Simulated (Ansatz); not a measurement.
# SnO2 (P4_2/mnm):V_O, thermodynamic levels from a 72-atom cell

Aim: at which Fermi levels does V_O in SnO2 (P4_2/mnm) change its charge? The model is a cell of 72 host atoms with 1 O taken out.

Main program and level: Ansatz 0.2.0; place-levels on r2SCAN runs: charge-transition levels and formation energies with image-charge correction and potential alignment at the atomic sites; PAW set soft_1.

### 1. Starting point

The cell holds 71 atoms: 24 Sn and 47 O. Cell: a = 9.373 Å, b = 9.373 Å, c = 9.458 Å, α = 90.0°, β = 90.0°, γ = 90.0°. It derives from SnO2 (space group P4_2/mnm). Nearest the centre at fractional (0.403, 0.597, 0.500): Sn25 at 2.03 Å, Sn61 at 2.03 Å, Sn67 at 2.03 Å, O44 at 2.57 Å, O70 at 2.87 Å, O64 at 2.87 Å, O18 at 2.87 Å, O12 at 2.87 Å.

Known beforehand: the electronic dielectric constant, (4.60, 4.60, 4.91), and the static one, (13.48, 13.48, 10.42), from a response run on this crystal (DFPT, PBEsol) at that run's own cell.

The relaxed host is scaled by −1.5 % along all axes; the dielectric constants are those of the unstrained host.

The cell's shortest repeat is 9.4 Å.

### 2. What was run first

A transition level is the Fermi level at which two charge states cost the same, so each charge needs its own total energy, at its own relaxed structure.

Each atom starts 0.05 Å or so off its site in a random direction: a symmetric start keeps its symmetry, and would miss off-centre moves and Jahn–Teller distortions. Forces are taken at one point at (¼, ¼, ¼). The cell holds 1 electron more than the neutral one, with a uniform background that keeps it neutral on the whole. The electron count is odd, so at least one spin is unpaired; this run locks the moment at 1 μB.

The sampling was tested on the host first: at the k-points planned (1x1x1 shifted 0.25 0.25 0.25) its energy lies 0.000 eV an atom from the dense-mesh value, under the bound of 0.02 eV set for this test; that bounds the host's error, not the defect's.

One state's input; the others differ in charge, spin, start and seed, and in occupations where the table says so.

Input file qm1_M1.relax/input.yaml:

```yaml
crystal:
  lattice:
    - [9.37277053, 0.0, 0.0]
    - [0.0, 9.37277053, 0.0]
    - [0.0, 0.0, 9.45801373]
  atoms:
    - { symbol: Sn, position: [0.25, 0.25, 0.16666667] }
    - { symbol: Sn, position: [0.0, 0.0, 0.0] }
[... 4 atom lines left out ...]
    - { symbol: Sn, position: [0.25, 0.25, 0.5] }
[... 1 atom line left out ...]
    - { symbol: O, position: [0.09702862, 0.40297138, 0.5] }
[... 2 atom lines left out ...]
    - { symbol: O, position: [0.34702862, 0.34702862, 0.33333333] }
[... 5 atom lines left out ...]
    - { symbol: O, position: [0.34702862, 0.34702862, 0.66666667] }
    - { symbol: Sn, position: [0.25, 0.75, 0.16666667] }
[... 2 atom lines left out ...]
    - { symbol: O, position: [0.40297138, 0.59702862, 0.16666667] }
[... 2 atom lines left out ...]
    - { symbol: Sn, position: [0.25, 0.75, 0.5] }
[... 2 atom lines left out ...]
    - { symbol: O, position: [0.15297138, 0.65297138, 0.33333333] }
    - { symbol: O, position: [0.34702862, 0.84702862, 0.33333333] }
    - { symbol: Sn, position: [0.25, 0.75, 0.83333333] }
[... 2 atom lines left out ...]
    - { symbol: O, position: [0.40297138, 0.59702862, 0.83333333] }
    - { symbol: O, position: [0.15297138, 0.65297138, 0.66666667] }
    - { symbol: O, position: [0.34702862, 0.84702862, 0.66666667] }
[... 8 atom lines left out ...]
    - { symbol: O, position: [0.59702862, 0.40297138, 0.5] }
[... 15 atom lines left out ...]
    - { symbol: Sn, position: [0.75, 0.75, 0.5] }
    - { symbol: Sn, position: [0.5, 0.5, 0.33333333] }
    - { symbol: O, position: [0.59702862, 0.90297138, 0.5] }
[... 1 atom line left out ...]
    - { symbol: O, position: [0.65297138, 0.65297138, 0.33333333] }
[... 2 atom lines left out ...]
    - { symbol: Sn, position: [0.5, 0.5, 0.66666667] }
[... 2 atom lines left out ...]
    - { symbol: O, position: [0.65297138, 0.65297138, 0.66666667] }
    - { symbol: O, position: [0.84702862, 0.84702862, 0.66666667] }
  host:
    repeats: [2, 2, 3]
    atoms:
      - { symbol: Sn, position: [0.5, 0.5, 0.5] }
      - { symbol: Sn, position: [0.0, 0.0, 0.0] }
      - { symbol: O, position: [0.19405723, 0.80594277, 0.5] }
      - { symbol: O, position: [0.80594277, 0.19405723, 0.5] }
      - { symbol: O, position: [0.30594277, 0.30594277, 0.0] }
      - { symbol: O, position: [0.69405723, 0.69405723, 0.0] }
total_charge: -1
basis:
  ecutwfc: 500
  xc_grid: 2
hamiltonian:
  xc: r2scan
  pseudopotentials: { kind: paw, azcp: { folder: soft_1 } }
kpoints:
  mp_grid: { grid: [1, 1, 1], shift: [0.25, 0.25, 0.25] }
magnetization:
  spin_polarized: true
  initial_magnetization: 1
  spin_locking: { lock_magnetization: hard }
scf:
  occupations: { method: fixed }
  max_iter: 60
output:
  forces: true
  charged_corrections:
    epsilon: [4.6, 4.6, 4.91]
    static_epsilon: [13.48, 13.48, 10.42]
    defect_position: [0.402971, 0.597029, 0.5]
relax:
  f_tol: 0.02
  max_steps: 80
  random_displacement: { amplitude: 0.05, seed: 7129 }
checkpoint:
  write: "../qm1_M1.relax.run"
  compress: false
  write_wavefunctions: true
  write_every: 100000
```

The run is started by

```bash
> ansatz run input.yaml --threads 8 --pin off --max-ram 15073MiB --backend cpu --events-out ev --progress --plain --runs-dir out
```

Defect states can disperse in a cell of this size, so the energy is taken again at a 2×2×2 shifted mesh, on the relaxed structure.

The run of this state that the levels use, under r2SCAN:

Input file qm1_M1.point/input.yaml:

```yaml
crystal:
  checkpoint: "../qm1_M1.relax.run"
  host: checkpoint
total_charge: -1
basis:
  ecutwfc: 500
  xc_grid: 2
hamiltonian:
  xc: r2scan
  pseudopotentials: { kind: paw, azcp: { folder: soft_1 } }
kpoints:
  mp_grid: { grid: [2, 2, 2], shift: [0.5, 0.5, 0.5] }
magnetization:
  spin_polarized: true
  initial_magnetization: 1
  spin_locking: { lock_magnetization: hard }
scf:
  occupations: { method: fermi_dirac, width: 0.01 }
  max_iter: 60
output:
  forces: true
  eigenvalues: true
  charged_corrections:
    epsilon: [4.6, 4.6, 4.91]
    static_epsilon: [13.48, 13.48, 10.42]
    defect_position: [0.402971, 0.597029, 0.5]
  eigenstates: { localisation: true }
  populations: true
  efg: {}
checkpoint:
  read: "../qm1_M1.relax.run"
  write: "../qm1_M1.point.run"
  compress: false
  write_wavefunctions: false
  write_every: 100000
```

Relaxations under r2SCAN at one point at (¼, ¼, ¼); times on 8 threads of Arm Neoverse V2, shared host:

| charge | moment (μB) | occupations | outcome | steps | largest displacement against the far atoms (Å) | time |
| --- | --- | --- | --- | --- | --- | --- |
| −1 | 1 | fixed | converged | 7 | 0.21 | 3.5 min |
| 0 | 0 | fixed | converged | 6 | 0.17 | 86 s |
| +1 | 1 | fixed | converged | 4 | 0.10 | 2.4 min |
| +2 | 0 | fixed | converged | 6 | 0.20 | 83 s |

Single points under r2SCAN at a 2×2×2 shifted mesh; times on 8 threads of Arm Neoverse V2, shared host:

| charge | moment (μB) | occupations | outcome | time |
| --- | --- | --- | --- | --- |
| −1 | 1 | fermi-dirac | converged | 3.6 min |
| 0 | 0 | fermi-dirac | converged | 78 s |
| +1 | 1 | fermi-dirac | converged | 2.8 min |
| +2 | 0 | fermi-dirac | converged | 77 s |

Distances (Å) from the ideal centre to the nearest atoms after relaxation with r2SCAN:

| charge | moment (μB) | 1. | 2. | 3. | 4. | 5. | 6. |
| --- | --- | --- | --- | --- | --- | --- | --- |
| −1 | 1 | Sn 1.82 | Sn 1.92 | Sn 1.94 | O 2.56 | O 2.84 | O 2.85 |
| 0 | 0 | Sn 1.87 | Sn 1.94 | Sn 1.95 | O 2.56 | O 2.84 | O 2.84 |
| +1 | 1 | Sn 2.07 | Sn 2.07 | Sn 2.08 | O 2.53 | O 2.79 | O 2.79 |
| +2 | 0 | Sn 2.22 | Sn 2.22 | Sn 2.23 | O 2.45 | O 2.74 | O 2.74 |

### 3. Levels against the band edges, r2SCAN

A charged cell interacts with its images and the background, and its potential has another zero than the host's. place-levels removes the first by a point-charge model, screened by the static dielectric constant since the ions have relaxed around the charge, and the second by comparing potentials at atoms far from the defect.

The host is a run of the defect-free crystal in the same cutoffs, grids and k-points, so that basis and sampling errors cancel in part in the differences. The host is run in a cell of 6 atoms on a matching mesh. Its band edges are searched through the zone by a band path, so the gap is smaller than, or equal to, that on the mesh. Chemical potentials are energies per atom of O (O2 molecule), run with the same functional and cutoff.

Input file levels.point.yaml:

```yaml
host:
  run: host.point.run
states: [qm1_M1.point.run, q0.point.run, qp1_M1.point.run, qp2.point.run]
geometry_from:
  qm1_M1.point.run: qm1_M1.relax.run
  q0.point.run: q0.relax.run
  qp1_M1.point.run: qp1_M1.relax.run
  qp2.point.run: qp2.relax.run
  host.point.run: host.relax.run
chemical_potentials:
  O:
    energy: -565.989614
    dataset: <sha256 of the dataset>
epsilon: [4.6, 4.6, 4.91]
static_epsilon: [13.48, 13.48, 10.42]
vertical:
  - { from: qm1_M1.point.run, to: qm1_M1.point_neutral.run }
  - { from: qp1_M1.point.run, to: qp1_M1.point_neutral.run }
  - { from: qp2.point.run, to: qp2.point_neutral.run }
```

The run is started by

```bash
> ansatz place-levels levels.point.yaml -- --threads 8 --pin off --max-ram 15073MiB
```

Numbers of over 12 decimals in the logs are rounded to 6 here.

Log:

```text
[... repeated set-up lines and file paths are left out, and long positions are rounded to six places ...]
(+2/+1) 1.415 eV above the valence edge, 0.921 eV under the conduction edge
(+1/0) 1.492 eV above the valence edge, 0.844 eV under the conduction edge
(0/-1) 2.362 eV above the valence edge (+3.552 eV without the band-filling correction), in the conduction band
formation energy of charge +2: +1.590 eV with the Fermi level at the valence edge
formation energy of charge +1: +3.005 eV with the Fermi level at the valence edge
formation energy of charge 0: +4.497 eV with the Fermi level at the valence edge
formation energy of charge -1: +6.859 eV with the Fermi level at the valence edge
vertical -1 to 0: no energy, since no alignment is typed
  the change from vertical[0].from (qm1_M1.point.run) to vertical[0].to (qm1_M1.point_neutral.run): by its potential at epsilon [4.6, 4.6, 4.91] it stands at 0.414 0.586 0.495, with an rms radius of about 5.9 Å (3.3 3.3 3.6 Å across the planes of the cell's [...]
vertical +1 to 0: no energy, since no alignment is typed
  the change from vertical[1].from (qp1_M1.point.run) to vertical[1].to (qp1_M1.point_neutral.run): by its potential at epsilon [4.6, 4.6, 4.91] it stands at 0.413 0.586 0.500, with an rms radius of about 2.6 Å (1.5 1.5 1.6 Å across the planes of the cell's [...]
vertical +2 to 0: no energy, since no alignment is typed
  the change from vertical[2].from (qp2.point.run) to vertical[2].to (qp2.point_neutral.run): by its potential at epsilon [4.6, 4.6, 4.91] it stands at 0.417 0.583 0.500, with an rms radius of about 3.4 Å (1.9 1.9 2.0 Å across the planes of the cell's [...]
  edges by r2scan, gap 2.336 eV; the host is sampled to repeats of 26.51 Å
  the defect's cells are sampled to repeats of 26.51 Å, like sampling
  charge +2: -171681.2452 eV with its correction of +0.430 eV, at epsilon [13.48, 13.48, 10.42], aligned at sites: -0.1338 eV, mean over 39 atomic sites at or beyond 4.69 Å from the host's site at [0.4025, 0.5975, 0.5000] by the defect at [0.4030, 0.5970, [...]
  charge +1: -171670.2086 eV with its correction of +0.064 eV, at epsilon [13.48, 13.48, 10.42], aligned at sites: -0.1103 eV, mean over 39 atomic sites at or beyond 4.69 Å from the host's site at [0.4025, 0.5975, 0.5000] by the defect at [0.4030, 0.5970, [...]
  charge 0: +0.000 eV for its dipole among its images, +0.000 omitted
  charge -1: -171645.9208 eV with its correction of +0.183 eV, at epsilon [13.48, 13.48, 10.42], aligned at sites: -0.0085 eV, mean over 39 atomic sites at or beyond 4.69 Å from the host's site at [0.4025, 0.5975, 0.5000] by the defect at [0.4030, 0.5970, [...]
  of states[3] (qp2.point.run): it parts from the run at its places by a charge that spreads by about 2 Å along one vector (1.6 Å or more is wide), by its potential at epsilon [4.6, 4.6, 4.91], taken for that of held ions (one typed too small widens it), [...]
  of states[2] (qp1_M1.point.run): its displacements don't fall off away from the defect: farther atoms stand 0.017 Å off the host's places. [...]
  of states[1] (q0.point.run): its displacements don't fall off away from the defect: farther atoms stand 0.025 Å off the host's places. [...]
  of states[0] (qm1_M1.point.run): it parts from the run at its places by a charge that spreads by about 3.6 Å along one vector (1.6 Å or more is wide), by its potential at epsilon [4.6, 4.6, 4.91], taken for that of held ions (one typed too small widens it), [...]
  of vertical[0].from (qm1_M1.point.run): its displacements don't fall off away from the defect: farther atoms stand 0.03 Å off the host's places. [...]
  of vertical[0].to (qm1_M1.point_neutral.run): its displacements don't fall off away from the defect: farther atoms stand 0.03 Å off the host's places. [...]
  of vertical[1].from (qp1_M1.point.run): its displacements don't fall off away from the defect: farther atoms stand 0.017 Å off the host's places. [...]
  of vertical[1].to (qp1_M1.point_neutral.run): its displacements don't fall off away from the defect: farther atoms stand 0.017 Å off the host's places. [...]
  of vertical[2].from (qp2.point.run): its displacements don't fall off away from the defect: farther atoms stand 0.048 Å off the host's places. [...]
  of vertical[2].to (qp2.point_neutral.run): its displacements don't fall off away from the defect: farther atoms stand 0.048 Å off the host's places. [...]
```

The job ended after 0.4 s (8 threads of Arm Neoverse V2, shared host).

Levels between the charges placed, in eV above the valence top:

|  | gap (eV) | (+2/+1) | (+1/0) | (0/−1) |
| --- | --- | --- | --- | --- |
| r2SCAN | 2.34 | 1.41 | 1.49 | 2.36 |

Corrections by state:

| charge | moment (μB) | image terms and alignment (eV) | band filling (eV) | ε used | over the lowest of its charge, as the program ranks them, band filling apart (eV) |
| --- | --- | --- | --- | --- | --- |
| +2 | 0.0 | 0.430 | - | principal values (10.42, 13.48, 13.48) | 0.000 |
| +1 | 1.0 | 0.064 | - | principal values (10.42, 13.48, 13.48) | 0.000 |
| 0 | 0.0 | 0.000 | - | - | 0.000 |
| −1 | 1.0 | 0.183 | -1.190 | principal values (10.42, 13.48, 13.48) | 0.000 |

The charged structures listed were also run neutral, and place-levels reads from each pair, by the potential or the spins, how wide the charge is by which they differ; that can be the carrier of either run.

| charge | rms radius (Å) | spread where it is widest against the cell (Å) | wide from (Å) | reading |
| --- | --- | --- | --- | --- |
| +2 | 3.4 | 2.02 | 1.64 | wide |
| +1 | 2.6 | 1.59 | 1.64 | narrow |
| −1 | 5.9 | 3.61 | 1.64 | wide |

The neutral runs of these pairs need not share the spin of the lowest neutral state, and very wide values only mean spread over the cell.

From the program's caveats on the states, each cut to its opening words:

- charge +2: it parts from the run at its places by a charge that spreads by about 2 Å along one vector (1.6 Å or more is wide), by its potential at epsilon [4.6, 4.6, [...]
- charge +2: its displacements don't fall off away from the defect: farther atoms stand 0.048 Å off the host's places
- charge +1 (1 μB): its displacements don't fall off away from the defect: farther atoms stand 0.017 Å off the host's places
- charge +1 (1 μB), −1 (1 μB): flagged: stability check not made
- charge 0: its displacements don't fall off away from the defect: farther atoms stand 0.025 Å off the host's places
- charge −1 (1 μB): it parts from the run at its places by a charge that spreads by about 3.6 Å along one vector (1.6 Å or more is wide), by its potential at epsilon [4.6, 4.6, [...]
- charge −1 (1 μB): a band-filling correction moves a carrier to the host's band edge, which changes its energy by -1.190 eV
- charge −1 (1 μB): its alignment with the host at atomic sites is doubtful: the mean over the far sites moves by -0.0547 eV from their farther parts to their nearer, more than [...]
- charge −1 (1 μB): its displacements don't fall off away from the defect: farther atoms stand 0.03 Å off the host's places
- charge −1 (1 μB): its moments are held at its close (magnetization.spin_locking), by a field of 0.036 eV a Bohr magneton, and its energy and levels are of the state that this [...]

The host's formation energy from the elements is -1.850 eV per atom at this strain; it sets how far the chemical potentials can move.

Limit set by the element alone; other compounds of these elements are not counted. Chemical potentials from the elements' reference states: O 0.00 eV, Sn -5.55 eV. Formation energies (O-rich), with the Fermi level at the valence top and at the conduction bottom (gap 2.34 eV):

| charge | at valence top (eV) | at conduction bottom (eV) | correction included (eV) |
| --- | --- | --- | --- |
| +2 | 1.59 | 6.26 | 0.43 |
| +1 | 3.00 | 5.34 | 0.06 |
| 0 | 4.50 | 4.50 | 0.00 |
| −1 | 6.86 | 4.52 | -1.01 |

(Fermi level (eV), lowest formation energy (eV)): (0.00, 1.59), (0.21, 2.01), (0.42, 2.44), (0.64, 2.86), (0.85, 3.29), (1.06, 3.71), (1.27, 4.14), (1.49, 4.49), (1.70, 4.50), (1.91, 4.50), (2.12, 4.50), (2.34, 4.50)

Limit set by the element alone; other compounds of these elements are not counted. Chemical potentials from the elements' reference states: Sn 0.00 eV, O -2.77 eV. Formation energies (Sn-rich), with the Fermi level at the valence top and at the conduction bottom (gap 2.34 eV):

| charge | at valence top (eV) | at conduction bottom (eV) | correction included (eV) |
| --- | --- | --- | --- |
| +2 | -1.19 | 3.49 | 0.43 |
| +1 | 0.23 | 2.57 | 0.06 |
| 0 | 1.72 | 1.72 | 0.00 |
| −1 | 4.08 | 1.75 | -1.01 |

(Fermi level (eV), lowest formation energy (eV)): (0.00, -1.19), (0.21, -0.76), (0.42, -0.34), (0.64, 0.09), (0.85, 0.51), (1.06, 0.94), (1.27, 1.36), (1.49, 1.72), (1.70, 1.72), (1.91, 1.72), (2.12, 1.72), (2.34, 1.72)

### 4. Effect of the sampling

The relaxations' own energies give the levels at their sampling, for comparison.

Input file levels.relax_mesh.yaml:

```yaml
host:
  run: host.relax.run
states: [qm1_M1.relax.run, q0.relax.run, qp1_M1.relax.run, qp2.relax.run]
chemical_potentials:
  O:
    energy: -565.989614
    dataset: <sha256 of the dataset>
```

The run is started by

```bash
> ansatz place-levels levels.relax_mesh.yaml -- --threads 8 --pin off --max-ram 15073MiB
```

Log:

```text
(+2/+1) 1.418 eV above the valence edge, 0.918 eV under the conduction edge
(+1/0) 1.492 eV above the valence edge, 0.843 eV under the conduction edge
[...]
formation energy of charge +2: +1.596 eV with the Fermi level at the valence edge
formation energy of charge +1: +3.013 eV with the Fermi level at the valence edge
formation energy of charge 0: +4.506 eV with the Fermi level at the valence edge
formation energy of charge -1: +6.872 eV with the Fermi level at the valence edge
  edges by r2scan, gap 2.336 eV; the host is sampled to repeats of 13.26 Å
[... the lines on each state left out ...]
```

It took 0.12 s on 8 threads.

Levels between neighbouring charges, in eV above the valence top:

|  | gap (eV) | (+2/+1) | (+1/0) | (0/−1) |
| --- | --- | --- | --- | --- |
| one point at (¼, ¼, ¼) | 2.34 | 1.42 | 1.49 | 2.37 |
| a 2×2×2 shifted mesh | 2.34 | 1.41 | 1.49 | 2.36 |

Going from one point at (¼, ¼, ¼) to a 2×2×2 shifted mesh moves the levels that carry no band-filling term by up to 0.00 eV and formation energies against the elements by up to 0.01 eV; band-filling terms, which differ between samplings, are in these energies.

### 5. Outcome

| Quantity | Value |
| --- | --- |
| gap of the host | 2.34 eV (r2SCAN) |
| level (plus 2/plus 1) | 1.41 eV above the valence top |
| level (plus 1/0) | 1.49 eV above the valence top |
| level (0/minus 1) | 2.36 eV above the valence top, past the conduction bottom (3.55 eV above the valence top without the band-filling term) |
| lowest of the charges placed, just above the valence top (0.02 eV) | +2 |
| lowest of the charges placed, just below the conduction bottom (0.02 eV) | 0 |
| lowest formation energy at mid-gap of the charges run, O-rich | 3.93 eV |
| lowest formation energy at mid-gap of the charges run, Sn-rich | 1.15 eV |

Of the charges placed (−1, 0, +1 and +2), the lowest changes at 1.41 eV (+2/+1) and 1.49 eV (+1/0) above the valence top, in a gap of 2.34 eV. Charges above +2 were not placed, so these runs say nothing of levels that involve them. States placed: +2 at 0 μB; +1 at 1 μB; 0 at 0 μB; −1 at 1 μB. Other spin states or structures, where not listed, weren't placed. The program finds carriers beyond a band edge of the host and adds a band-filling term at charge −1 (-1.19 eV); steps to such a charge show no bound level, and a defect level inside a band would be read the same way. Going from one point at (¼, ¼, ¼) to a 2×2×2 shifted mesh moves the levels that carry no band-filling term by up to 0.00 eV and formation energies against the elements by up to 0.01 eV; band-filling terms, which differ between samplings, are in these energies. The program doubts the alignment of potentials for at least one state, a sign that the cell is small. Limits: r2SCAN makes the gap too small and tends to spread out bound carriers; where a gas molecule sets a chemical potential or the host's formation energy, its binding is uncorrected; spin–orbit coupling, which can matter with heavy atoms, is left out; force components of up to 0.12 eV/Å remain in a run at the final settings.

[Logs are printed without paths, hosts, clocks, repeated set-up lines and the standing remarks that a program may print on its own settings, such as how far it seeks lower states.]

[Hosts, paths, dates, database ids (printed as entryN), source tags and the programs' standing remarks are cut or masked in the printed files.]

[Where a table of states has a column of steps, it counts the stored structures, which are thinned; the runs took as many ionic steps or more.]

[A defect's name tells the site on which it was built; relaxed atoms can leave that site.]

[For some hosts the program warned that the k-mesh of the response run may be too coarse for force constants and the static dielectric constant; such warnings are not shown here.]
